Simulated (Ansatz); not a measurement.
**Bands, cutoff and cost in G0W0 for SrLi2SnS4 (I-42m)**

Wanted: a G0W0 gap for SrLi2SnS4 (I-42m) that is converged in bands and cutoff, or an estimate of the limit.

Main program and level: Ansatz 0.2.0; G0W0 on PBE, plane waves, PAW.

This is a report of a sequence of runs, with most program output left out.

### Step 1. Starting point

The structure is tetragonal, space group I-42m (No. 121). The conventional cell has a = 6.659 Å, b = 6.659 Å, c = 7.918 Å, α = 90.00°, β = 90.00°, γ = 90.00°. Nearest to Li lie 4 S at 2.47 Å. Nearest to Sr lie 8 S at 3.08 to 3.25 Å. Nearest to Sn lie 4 S at 2.37 Å. Nearest to S lie 1 Sn at 2.37 Å and 2 Li at 2.47 Å and 2 Sr at 3.08 to 3.25 Å. Farther neighbours and most contacts between anions are not listed.

Structure file:

```cif
data_structure
_symmetry_space_group_name_H-M 'P 1'
_symmetry_Int_Tables_number 1
_cell_length_a 6.1518
_cell_length_b 6.1518
_cell_length_c 6.1518
_cell_angle_alpha 114.466
_cell_angle_beta 114.466
_cell_angle_gamma 99.886
_cell_volume 175.55
loop_
_atom_site_label
_atom_site_type_symbol
_atom_site_fract_x
_atom_site_fract_y
_atom_site_fract_z
_atom_site_occupancy
Li1 Li 0.25000 0.75000 0.50000 1
Li2 Li 0.75000 0.25000 0.50000 1
Sr3 Sr 0.50000 0.50000 0.00000 1
Sn4 Sn 0.00000 0.00000 0.00000 1
S5 S 0.03526 0.03526 0.41320 1
S6 S 0.96474 0.37794 0.00000 1
S7 S 0.62206 0.62206 0.58680 1
S8 S 0.37794 0.96474 0.00000 1
```

The cell and positions come from the Crystallography Open Database and are kept as given unless a step says otherwise. The default PAW set here is soft_2. Its files were made with PBE.

### Step 2. 145 empty bands, screening to 51 eV

G0W0 replaces the xc potential by the self-energy, built once from these orbitals. Only a window of levels is corrected, while the sums run over the empty bands that the input names.

The input, input.yaml:

```yaml
crystal:
  lattice:
    - [-3.3295, 3.3295, 3.959]
    - [3.3295, -3.3295, 3.959]
    - [3.3295, 3.3295, -3.959]
  atoms:
    - { symbol: Li, position: [0.25, 0.75, 0.5] }
    - { symbol: Li, position: [0.75, 0.25, 0.5] }
    - { symbol: Sr, position: [0.5, 0.5, 0.0] }
    - { symbol: Sn, position: [0.0, 0.0, 0.0] }
    - { symbol: S, position: [0.03526, 0.03526, 0.4132] }
    - { symbol: S, position: [0.96474, 0.37794, 0.0] }
    - { symbol: S, position: [0.62206, 0.62206, 0.5868] }
    - { symbol: S, position: [0.37794, 0.96474, 0.0] }
kpoints:
  mp_grid: { grid: [4, 4, 4] }
hamiltonian:
  xc: pbe
scf:
  occupations: { method: fixed }
gw:
  n_empty_bands: 145
  ecut_chi: 51
  qp_bands: [v2, c2]
  qp_kpoints: band_edges
  screening: { model: contour_deformation }
```

Started as:

```console
$ ansatz run input.yaml --threads 2 --pin off --max-ram 92160MiB --backend cuda --events-out ev --progress --plain --runs-dir out --devices 1 --max-vram 13GiB  # rebuilt from the run's record
```

Run time: 18 s. Hardware: 1 × NVIDIA H100 80GB HBM3 (shared by 6 runs) with 2 threads of AMD EPYC 7R13 (Zen 3), shared host; peak memory 1.3 GiB; 12 s of CPU time.

Numbers from this step:

```
bands summed                                 : 172
RPA ε∞ on this mesh (eigenvalues)            : 4.627, 4.762, 4.762
plane waves in the screening matrix          : 145
q-points in the mesh                         : 64
G0W0 gap on the mesh                         : 4.035 eV
k of the valence top                         : -0.5, -0.5, -0.5
k of the conduction bottom                   : 0, 0, 0
starting gap on the mesh                     : 2.673 eV
Z at the valence top                         : 0.7662
Z at the conduction bottom                   : 0.7973
least direct G0W0 gap on the computed points : 4.115 eV
```

The gap on the mesh goes from 2.67 eV to 4.04 eV, a correction of +1.36 eV, though a band edge has moved to another state.

### Step 3. 410 empty bands, screening to 102 eV

Another rung: the empty bands reach about as high as the screening cutoff, so the two stay in balance.

Changes to input.yaml since step 2:

```diff
@@ -21,4 +21,4 @@
 gw:
-  n_empty_bands: 145
-  ecut_chi: 51
+  n_empty_bands: 410
+  ecut_chi: 102
   qp_bands: [v2, c2]
```

Run time: 36 s. Hardware: 1 × NVIDIA H100 80GB HBM3 (shared by 6 runs) with 2 threads; peak memory 1.9 GiB.

Numbers from this step:

* bands summed: 437
* RPA ε∞ on this mesh (eigenvalues): 4.585, 4.724, 4.724
* plane waves in the screening matrix: 411
* q-points in the mesh: 64
* G0W0 gap on the mesh: 4.099 eV
* k of the valence top: -0.5, -0.5, -0.5
* k of the conduction bottom: 0, 0, 0
* starting gap on the mesh: 2.673 eV
* Z at the valence top: 0.7596
* Z at the conduction bottom: 0.7919
* least direct G0W0 gap on the computed points: 4.134 eV

Against the run with 4×4×4 mesh, 145 empty bands, screening to 51 eV, the gap moves by +0.06 eV.

### Step 4. 883 empty bands, screening to 170 eV

Changes to input.yaml since step 3:

```diff
@@ -21,4 +21,4 @@
 gw:
-  n_empty_bands: 410
-  ecut_chi: 102
+  n_empty_bands: 883
+  ecut_chi: 170.0
   qp_bands: [v2, c2]
```

It took 2.7 min on 1 × NVIDIA H100 80GB HBM3 (shared by 6 runs) with 2 threads; peak memory 3.6 GiB; 4.1 min of CPU time.

Numbers from this step:

```
bands summed                                 : 910
RPA ε∞ on this mesh (eigenvalues)            : 4.579, 4.718, 4.718
plane waves in the screening matrix          : 881
G0W0 gap on the mesh                         : 4.114 eV
k of the valence top                         : -0.5, -0.5, -0.5
k of the conduction bottom                   : 0, 0, 0
starting gap on the mesh                     : 2.673 eV
least direct G0W0 gap on the computed points : 4.158 eV
```

Against the run with 4×4×4 mesh, 410 empty bands, screening to 102 eV, the gap moves by +0.016 eV.

### Step 5. Changing the k mesh: 2×2×2 mesh, 410 empty bands, screening to 102 eV

A second mesh at equal bands and cutoff isolates the sampling error. Bands and cutoff differ from the step before, so it is read against an earlier run that matches them.

Changes to input.yaml since step 4:

```diff
@@ -15,3 +15,3 @@
 kpoints:
-  mp_grid: { grid: [4, 4, 4] }
+  mp_grid: { grid: [2, 2, 2] }
 hamiltonian:
@@ -21,4 +21,4 @@
 gw:
-  n_empty_bands: 883
-  ecut_chi: 170.0
+  n_empty_bands: 410
+  ecut_chi: 102
   qp_bands: [v2, c2]
```

Elapsed: 15 s, on 1 × NVIDIA H100 80GB HBM3 (shared by 6 runs) with 2 threads; peak memory 1.3 GiB.

Numbers from this step:

- bands summed: 437
- RPA ε∞ on this mesh (eigenvalues): 4.681, 4.820, 4.820
- plane waves in the screening matrix: 411
- G0W0 gap on the mesh: 4.097 eV
- k of the valence top: -0.5, -0.5, -0.5
- k of the conduction bottom: 0, 0, 0
- starting gap on the mesh: 2.680 eV
- least direct G0W0 gap on the computed points: 4.111 eV

Against the run with 4×4×4 mesh, 410 empty bands, screening to 102 eV, the gap moves by −0.002 eV.

### Step 6. Changing the frequency model: 4×4×4 mesh, 410 empty bands, screening to 102 eV, plasmon pole

A plasmon pole stands in for the full frequency dependence of the screening; this run shows what that costs in accuracy.

Changes to input.yaml since step 5:

```diff
@@ -15,3 +15,3 @@
 kpoints:
-  mp_grid: { grid: [2, 2, 2] }
+  mp_grid: { grid: [4, 4, 4] }
 hamiltonian:
@@ -25,2 +25,2 @@
   qp_kpoints: band_edges
-  screening: { model: contour_deformation }
+  screening: { model: godby_needs }
```

Run time: 52 s. Hardware: 1 × NVIDIA H100 80GB HBM3 (shared by 6 runs) with 2 threads; peak memory 2.6 GiB; 80 s of CPU time.

Numbers from this step:

| Property | Result |
| --- | --- |
| bands summed | 437 |
| plasmon-pole fit frequency | 20.59 eV |
| RPA ε∞ on this mesh (eigenvalues) | 4.585, 4.724, 4.724 |
| plane waves in the screening matrix | 411 |
| G0W0 gap on the mesh | 4.115 eV |
| k of the valence top | -0.5, -0.5, -0.5 |
| k of the conduction bottom | 0, 0, 0 |
| starting gap on the mesh | 2.673 eV |
| least direct G0W0 gap on the computed points | 4.160 eV |

Against the run with 4×4×4 mesh, 410 empty bands, screening to 102 eV, the gap moves by +0.017 eV.

### Step 7. The runs together

Times are wall times on 1 × NVIDIA H100 80GB HBM3 (shared by 6 runs) with 2 threads of AMD EPYC 7R13 (Zen 3), shared host, good to a factor of about two.

| mesh | files | frequency | bands summed | cutoff (eV) | start (eV) | G0W0 (eV) | time | host memory (GiB) |
| --- | --- | --- | --- | --- | --- | --- | --- | --- |
| 4×4×4 | default PAW | contour deformation | 172 | 51 | 2.673 | 4.035 | 18 s | 1.3 |
| 4×4×4 | default PAW | contour deformation | 437 | 102 | 2.673 | 4.099 | 36 s | 1.9 |
| 4×4×4 | default PAW | contour deformation | 910 | 170 | 2.673 | 4.114 | 2.7 min | 3.6 |
| 2×2×2 | default PAW | contour deformation | 437 | 102 | 2.680 | 4.097 | 15 s | 1.3 |
| 4×4×4 | default PAW | plasmon pole | 437 | 102 | 2.673 | 4.115 | 52 s | 2.6 |

How the two edges are built up, in eV (the quasiparticle level is the starting level plus Σx plus Σc less Vxc):

| run | edge | start | Σx | Σc | Vxc | Z | QP |
| --- | --- | --- | --- | --- | --- | --- | --- |
| 172 bands | valence top | 5.05 | -18.09 | 2.59 | -15.04 | 0.77 | 4.58 |
| 172 bands | conduction bottom | 7.75 | -9.58 | -3.35 | -13.81 | 0.80 | 8.62 |
| 437 bands | valence top | 5.05 | -18.09 | 2.22 | -15.04 | 0.76 | 4.22 |
| 437 bands | conduction bottom | 7.75 | -9.58 | -3.66 | -13.81 | 0.79 | 8.32 |
| 910 bands | valence top | 5.05 | -18.09 | 2.02 | -15.04 | 0.76 | 4.02 |
| 910 bands | conduction bottom | 7.75 | -9.58 | -3.84 | -13.81 | 0.79 | 8.13 |

 Where G0W0 reorders the edges (172 bands, 437 bands and 910 bands), the two states listed lie further apart at the start than the starting gap.

### Step 8. Results

| Quantity | Value |
| --- | --- |
| 172 bands, 51 eV | 4.035 eV |
| 437 bands, 102 eV | 4.099 eV |
| 910 bands, 170 eV | 4.114 eV |
| estimated limit in bands and cutoff | 4.13 eV |
| mesh and start | 4×4×4, PBE |

**Reading.** A line in one over the bands through the two highest rungs gives 4.13 eV, +0.01 eV from the top rung; the pair below gives 4.14 eV, in fair agreement. The rungs stand 0.09 eV (172 bands), 0.03 eV (437 bands) and 0.01 eV (910 bands) from it. From 172 to 910 bands the gap moves by +0.08 eV while the time grows 9.2-fold. Σc changes by −0.57 eV at the valence top and −0.49 eV at the conduction bottom, so the levels themselves move more than the gap between them. On the 2×2×2 mesh in place of 4×4×4 the gap differs by −0.002 eV, of which +0.01 eV is already in the start. The plasmon-pole model gives +0.02 eV against contour deformation, 1 % of the correction, and saved no time in this program. The cheapest rung within 0.1 eV of this estimate is that with 172 bands (18 s). The many-body steps are scalar-relativistic: spin-orbit coupling is not in them.

[Paths, hosts, dates, memory and timing lines, banners, echoed tables and standing remarks are left out of the program output.]

[Logs are printed without paths, hosts, clocks, repeated set-up lines and the standing remarks that a program may print on its own settings, such as how far it seeks lower states.]

[Runs of the session that timed out or met a known fault of the program may be left out.]

[Cells called generated may have been cut or substituted from an entry of the Crystallography Open Database or the Materials Project.]

[Hosts, paths, dates, database ids (printed as entryN), source tags and the programs' standing remarks are cut or masked in the printed files.]
